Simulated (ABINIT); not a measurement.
# TiO2 (C2/c): G0W0 with ABINIT, start to end

Wanted: ground state, empty states, screening and self-energy for TiO2 (C2/c).

Main program and level: ABINIT 10.8.3; LDA and many-body steps on it, plane waves.

Report form: the programs' logs are mostly left out.

## Step 1: Starting point

The structure is monoclinic, space group C2/c (No. 15). Conventional cell: a = 5.412 Å, b = 5.413 Å, c = 5.472 Å, α = 90.00°, β = 118.77°, γ = 90.00°. Nearest to Ti lie 6 O at 1.93 to 2.00 Å. Nearest to O lie 3 Ti at 1.93 to 2.00 Å. Farther neighbours and most contacts between anions are not listed.

The cell and positions are those that the Materials Project relaxed with its own functionals (PBE, PBE+U or r2SCAN), kept fixed. This is not the form that TiO2 usually takes at ambient conditions.

## Step 2: Ground state

This step: ABINIT 10.8.3; DFT, LDA, plane waves, norm-conserving pseudopotentials.

The ground-state density comes first.

Input file run.abi:

```
acell 3*1.0 Angstrom
rprim 
  2.706034000000 -2.706655000000 -0.000000000000
  2.706034000000 2.706655000000 -0.000000000000
  -2.633531000000 -0.000000000000 4.796637000000
ntypat 2
znucl 22 8
natom 6
typat 1 1 2 2 2 2
xred 
  0.134110000000 0.865890000000 0.250000000000
  0.865890000000 0.134110000000 0.750000000000
  0.331221000000 0.088755000000 0.667149000000
  0.668779000000 0.911245000000 0.332851000000
  0.911245000000 0.668779000000 0.832851000000
  0.088755000000 0.331221000000 0.167149000000
pp_dirpath "pseudos"
pseudos "Ti.upf, O.upf"
ecut 38
ngkpt 6 6 4
nshiftk 1
shiftk 0 0 0
kptopt 1
chksymbreak 0
nband 31
occopt 1
tolvrs 1e-10
nstep 60
prtwf 0
indata_prefix "in"
outdata_prefix "out"
tmpdata_prefix "tmp"
```

Run with:

```console
$ OMP_NUM_THREADS=1 mpirun -n 4 abinit run.abi > log
```

Wall time 2.1 min (4 MPI ranks of Arm Neoverse V2, shared host); peak memory 0.45 GiB.

Numbers from this step:

* total energy: -5036.6552 eV
* gap: 1.999 eV
* k of the valence top: 0.5, 0.5, 0
* k of the conduction bottom: 0, 0, 0
* least direct gap: 2.335 eV
* pressure: -13.68 GPa

The gap is indirect, with the least direct gap 0.34 eV higher.

The cutoff was set for levels, not for stress, so the pressure can be off by some GPa.

## Step 3: Bands along the symmetry lines

Levels along a band path, at the cheap level, show where the edges lie and whether the meshes to come will hold them.

Input file run.abi:

```
acell 3*1.0 Angstrom
rprim 
  2.706034000000 -2.706655000000 -0.000000000000
  2.706034000000 2.706655000000 -0.000000000000
  -2.633531000000 -0.000000000000 4.796637000000
ntypat 2
znucl 22 8
natom 6
typat 1 1 2 2 2 2
xred 
  0.134110000000 0.865890000000 0.250000000000
  0.865890000000 0.134110000000 0.750000000000
  0.331221000000 0.088755000000 0.667149000000
  0.668779000000 0.911245000000 0.332851000000
  0.911245000000 0.668779000000 0.832851000000
  0.088755000000 0.331221000000 0.167149000000
pp_dirpath "pseudos"
pseudos "Ti.upf, O.upf"
ecut 38
iscf -2
irdden 1
kptopt 0
nkpt 59
kpt 
  0.00000000 0.00000000 0.00000000
  0.00000000 0.00000000 0.06250000
  0.00000000 0.00000000 0.12500000
  0.00000000 0.00000000 0.18750000
  0.00000000 0.00000000 0.25000000
  0.00000000 0.00000000 0.31250000
  0.00000000 0.00000000 0.37500000
  0.00000000 0.00000000 0.43750000
  0.00000000 0.00000000 0.50000000
  -0.05257105 0.05257105 0.50000000
  -0.10514210 0.10514210 0.50000000
  -0.15771315 0.15771315 0.50000000
  -0.21028421 0.21028421 0.50000000
  -0.26285526 0.26285526 0.50000000
  -0.31542631 0.31542631 0.50000000
  -0.36799736 0.36799736 0.50000000
  -0.42056841 0.42056841 0.50000000
  -0.57943159 -0.42056841 0.50000000
  -0.56950264 -0.43049736 0.50000000
  -0.55957369 -0.44042631 0.50000000
  -0.54964474 -0.45035526 0.50000000
  -0.53971579 -0.46028421 0.50000000
  -0.52978685 -0.47021315 0.50000000
  -0.51985790 -0.48014210 0.50000000
  -0.50992895 -0.49007105 0.50000000
  -0.50000000 -0.50000000 0.50000000
  -0.43750000 -0.43750000 0.43750000
  -0.37500000 -0.37500000 0.37500000
  -0.31250000 -0.31250000 0.31250000
  -0.25000000 -0.25000000 0.25000000
  -0.18750000 -0.18750000 0.18750000
  -0.12500000 -0.12500000 0.12500000
  -0.06250000 -0.06250000 0.06250000
  0.00000000 0.00000000 0.00000000
  -0.06250000 0.06250000 0.00000000
  -0.12500000 0.12500000 0.00000000
  -0.18750000 0.18750000 0.00000000
  -0.25000000 0.25000000 0.00000000
  -0.31250000 0.31250000 0.00000000
  -0.37500000 0.37500000 0.00000000
  -0.43750000 0.43750000 0.00000000
  -0.50000000 0.50000000 -0.00000000
  -0.50000000 0.00000000 0.50000000
  -0.43750000 0.00000000 0.43750000
  -0.37500000 0.00000000 0.37500000
  -0.31250000 0.00000000 0.31250000
  -0.25000000 0.00000000 0.25000000
  -0.18750000 0.00000000 0.18750000
  -0.12500000 0.00000000 0.12500000
  -0.06250000 0.00000000 0.06250000
  0.00000000 0.00000000 0.00000000
  -0.06250000 0.00000000 0.00000000
  -0.12500000 0.00000000 0.00000000
  -0.18750000 0.00000000 0.00000000
  -0.25000000 0.00000000 0.00000000
  -0.31250000 0.00000000 0.00000000
  -0.37500000 0.00000000 0.00000000
  -0.43750000 0.00000000 0.00000000
  -0.50000000 0.00000000 -0.00000000
istwfk *1
nband 36
nbdbuf 7
tolwfr 1e-07
nstep 50
prtwf 0
prtvol 0
indata_prefix "in"
outdata_prefix "out"
tmpdata_prefix "tmp"
```

It took 54 s on 4 MPI ranks; peak memory 0.45 GiB; 3.6 min of CPU time.

This step gave:

```yaml
gap: 1.959 eV
k_of_the_valence_top: -0.4375, 0.4375, 0
k_of_the_conduction_bottom: 0, 0, 0
least_direct_gap: 2.335 eV
```

The gap is 1.959 eV, −0.040 eV from the run before at this level.

The electronic bands at the labelled points (eV, zero at the top of the highest filled band):

```tsv
point	band 21	band 22	band 23	band 24	band 25	band 26	band 27	band 28
Γ	-0.82	-0.77	-0.48	-0.48	1.96	2.70	3.73	3.74
halfway	-1.11	-1.09	-0.28	-0.27	2.06	2.59	3.61	3.62
A	-1.30	-1.30	-0.17	-0.17	2.32	2.32	3.58	3.58
halfway	-1.12	-1.12	-0.55	-0.55	2.88	2.88	3.37	3.37
I2	-1.92	-1.92	-0.10	-0.10	3.15	3.15	3.59	3.59
jump to I	-1.92	-1.92	-0.10	-0.10	3.15	3.15	3.59	3.59
halfway	-2.04	-2.04	-0.07	-0.07	3.17	3.17	3.63	3.63
M2	-2.08	-2.08	-0.06	-0.06	3.18	3.18	3.64	3.64
halfway	-1.85	-0.95	-0.66	-0.26	2.83	2.97	3.30	3.55
Γ	-0.82	-0.77	-0.48	-0.48	1.96	2.70	3.73	3.74
halfway	-1.82	-0.96	-0.65	-0.26	2.81	2.94	3.30	3.58
Y	-2.24	-1.93	-0.05	-0.04	3.16	3.19	3.47	3.81
jump to L2	-1.92	-0.94	-0.93	-0.66	2.98	3.40	3.41	3.46
halfway	-1.37	-0.85	-0.80	-0.54	2.74	3.12	3.13	3.43
Γ	-0.82	-0.77	-0.48	-0.48	1.96	2.70	3.73	3.74
halfway	-1.33	-0.86	-0.81	-0.56	2.85	3.01	3.14	3.44
V2	-1.92	-0.96	-0.93	-0.66	3.13	3.28	3.33	3.57
```

## Step 4: Empty states on the mesh, 4×4×2 mesh, 419 bands

The sums over transitions need many empty states on a uniform mesh; this step solves for them.

Input file run.abi:

```
acell 3*1.0 Angstrom
rprim 
  2.706034000000 -2.706655000000 -0.000000000000
  2.706034000000 2.706655000000 -0.000000000000
  -2.633531000000 -0.000000000000 4.796637000000
ntypat 2
znucl 22 8
natom 6
typat 1 1 2 2 2 2
xred 
  0.134110000000 0.865890000000 0.250000000000
  0.865890000000 0.134110000000 0.750000000000
  0.331221000000 0.088755000000 0.667149000000
  0.668779000000 0.911245000000 0.332851000000
  0.911245000000 0.668779000000 0.832851000000
  0.088755000000 0.331221000000 0.167149000000
pp_dirpath "pseudos"
pseudos "Ti.upf, O.upf"
ecut 38
ngkpt 4 4 2
nshiftk 1
shiftk 0 0 0
kptopt 1
chksymbreak 0
iscf -2
irdden 1
istwfk *1
nband 419
nbdbuf 38
tolwfr 1e-09
nstep 60
prtvol 0
indata_prefix "in"
outdata_prefix "out"
tmpdata_prefix "tmp"
```

Run time: 9.5 min. Hardware: 4 MPI ranks; peak memory 0.83 GiB; 38 min of CPU time.

This step gave:

| Property | Result |
| --- | --- |
| gap | 1.999 eV |
| k of the valence top | 0.5, 0.5, 0 |
| k of the conduction bottom | 0, 0, 0 |
| least direct gap | 2.437 eV |
| k points computed | 14 |
| lowest point of the top converged band, above the valence top | 160.3208 eV |

On this mesh the gap is 1.999 eV.

## Step 5: Screening, 4×4×2 mesh, 381 bands, screening to 274.8 eV

The RPA dielectric matrix is built and inverted for each q.

This step: RPA screening on LDA, plane waves, norm-conserving pseudopotentials.

run.abi, as its differences from that of step 4:

```diff
@@ -24,10 +24,11 @@
 chksymbreak 0
-iscf -2
-irdden 1
 istwfk *1
-nband 419
-nbdbuf 38
-tolwfr 1e-09
-nstep 60
-prtvol 0
+occopt 1
+irdwfk 1
+optdriver 3
+nband 381
+ecuteps 10.1
+inclvkb 2
+awtr 1
+symchi 1
 indata_prefix "in"
```

The job ended after 22 min (4 MPI ranks; peak memory 4.5 GiB).

Numbers from this step:

```
ε∞ with local fields, on this mesh, along the program's q direction : 6.744
the same without local fields                                       : 7.278
plasma frequency                                                    : 30.69 eV
plane waves in the screening matrix                                 : 765
```

Local fields lower ε∞ by 7 %. On a Γ-centred mesh this coarse the value itself is usually too large, while a short band sum pulls it down.

## Step 6: Self-energy, 4×4×2 mesh, 381 bands, screening to 274.8 eV

The self-energy is evaluated for the states that the input lists, and the levels follow from it, in one-shot runs by the linearised quasiparticle equation.

This step: G0W0 on LDA, plane waves, norm-conserving pseudopotentials.

run.abi, as its differences from that of step 5:

```diff
@@ -27,8 +27,25 @@
 irdwfk 1
-optdriver 3
+optdriver 4
 nband 381
+gwcalctyp 0
+ecutsigx 38
+symsigma 1
+nkptgw 6
+kptgw 
+  0.5000000000 0.5000000000 0.0000000000
+  0.0000000000 0.0000000000 0.0000000000
+  0.5000000000 0.0000000000 0.0000000000
+  0.0000000000 0.0000000000 0.5000000000
+  0.5000000000 0.0000000000 0.5000000000
+  0.5000000000 0.5000000000 0.5000000000
+bdgw 
+  23 26
+  23 26
+  23 26
+  23 26
+  23 26
+  23 26
 ecuteps 10.1
-inclvkb 2
-awtr 1
-symchi 1
+irdscr 1
+ppmodel 1
 indata_prefix "in"
```

The job ended after 14 min (4 MPI ranks; peak memory 5.7 GiB; 57 min of CPU time).

This step gave:

- G0W0 gap on the mesh: 3.555 eV
- starting gap on the mesh: 1.999 eV
- k of the valence top: 0.5, 0.5, 0
- k of the conduction bottom: 0, 0, 0
- Z at the valence top: 0.755
- Z at the conduction bottom: 0.78
- least direct G0W0 gap on the computed points: 4.029 eV

The gap on the mesh goes from 2.00 eV to 3.56 eV, a correction of +1.56 eV.

Limits: finite bands, cutoff and mesh; coarse k mesh. v1 is the top filled band, c1 the lowest empty one. Levels before and after the correction, in eV, zero at the valence-band top of each column:

```tsv
	conduction bottom	valence top
Kohn-Sham	2.00	0.00
G0W0	3.56	0.00
```

```tsv
	level	energy (eV)
Kohn-Sham	(0.5 0.5 0) v2	-0.011
Kohn-Sham	(0.5 0.5 0) v1	0.000
Kohn-Sham	(0.5 0.5 0) c1	3.196
Kohn-Sham	(0.5 0.5 0) c2	3.232
Kohn-Sham	Γ v2	-0.443
Kohn-Sham	Γ v1	-0.437
Kohn-Sham	Γ c1	1.999
Kohn-Sham	Γ c2	2.743
G0W0	(0.5 0.5 0) v2	-0.027
G0W0	(0.5 0.5 0) v1	0.000
G0W0	(0.5 0.5 0) c1	4.890
G0W0	(0.5 0.5 0) c2	4.917
G0W0	Γ v2	-0.478
G0W0	Γ v1	-0.474
G0W0	Γ c1	3.555
G0W0	Γ c2	4.402
```

## Step 7: Where the time went

Times are wall times on 4 MPI ranks of Arm Neoverse V2, shared host, good to a factor of about two.

```tsv
step	time	share	memory (GiB)
ground state	2.1 min	4 %	0.45
bands along the symmetry lines	54 s	2 %	0.45
empty states on the mesh	9.5 min	19 %	0.83
screening	22 min	45 %	4.5
self-energy	14 min	29 %	5.7
```

## Step 8: Results

| Property | Result |
| --- | --- |
| LDA gap | 1.96 eV, indirect |
| G0W0 gap on the mesh | 3.56 eV |
| G0W0 gap over the zone (rigid shift) | 3.51 eV |
| GW settings | 4×4×2 mesh, 381 bands, screening to 274.8 eV, Godby-Needs plasmon pole |
| known limits | not at the basis limit; coarse k mesh |

G0W0 moves the gap on the mesh from 2.00 eV to 3.56 eV (+1.56 eV), with Z of 0.76 and 0.78 at the edges. The mesh misses the band edges by 0.04 eV in all; a rigid shift gives 3.51 eV for the zone. Local fields lower the RPA ε∞ on this mesh from 7.28 to 6.74; a Γ-centred mesh this coarse tends to raise both, most where the direct gap is narrow, while a short band sum lowers them. The dearest step here is «screening». Bands and cutoff are finite, so the gap is not at the basis limit. The miss can reach some tenths of an eV and take either sign; the mesh is an error of its own. The 4×4×2 mesh is coarse for this cell, which bears on the long-range parts of exchange and screening.

[Paths, hosts, dates, memory and timing lines, banners, echoed tables and standing remarks are left out of the program output.]

[Logs are printed without paths, hosts, clocks, repeated set-up lines and the standing remarks that a program may print on its own settings, such as how far it seeks lower states.]

[Runs of the session that timed out or met a known fault of the program may be left out.]

[Hosts, paths, dates, database ids (printed as entryN), source tags and the programs' standing remarks are cut or masked in the printed files.]

[G0W0 gaps are taken among the corrected bands and points alone; a level outside them can change the order at an edge.]

[Where Ansatz stands beside ABINIT at settings called matched, ABINIT's density can come from a denser mesh and the files from another edition; pairs whose starting gaps differed by over 0.03 eV were left out, so agreement reads better than it is.]
